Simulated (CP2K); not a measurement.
Two runs for the F K edge of fluorine. Run A: CP2K XAS_TDP, all-electron GAPW, PBEh(45%), aug-cc-pVTZ, TDA, no relativity. Run B differs in one setting.

First lines with a strength over 0.0015. A:

```
       atom  energy (eV)  states  strength, one atom
F1, 2 alike       675.92       1              0.0729
                  688.02       1              0.0028
                  689.29       2              0.0166
                  691.65       2              0.0030
                  695.70       1              0.0019
```

B:

```
       atom  energy (eV)  states  strength, one atom
F1, 2 alike       680.68       1              0.0724
                  692.77       1              0.0027
                  694.04       2              0.0165
                  696.41       2              0.0030
                  700.45       1              0.0019
```

Q: Which was it: the basis, the functional, scalar relativity switched on, GW2X switched on?

GW2X switched on. GW2X shifts an atom's lines together and keeps their spacings. Against PBEh(45%) in aug-cc-pVTZ, the leading line moves by +4.76 eV, to 680.68 eV.

[Banner, clock and machine lines of the logs are left out without a mark of their own.]

[Logs are printed without paths, hosts, clocks, repeated set-up lines and the standing remarks that a program may print on its own settings, such as how far it seeks lower states.]

[Hosts, paths, dates, database ids (printed as entryN), source tags and the programs' standing remarks are cut or masked in the printed files.]
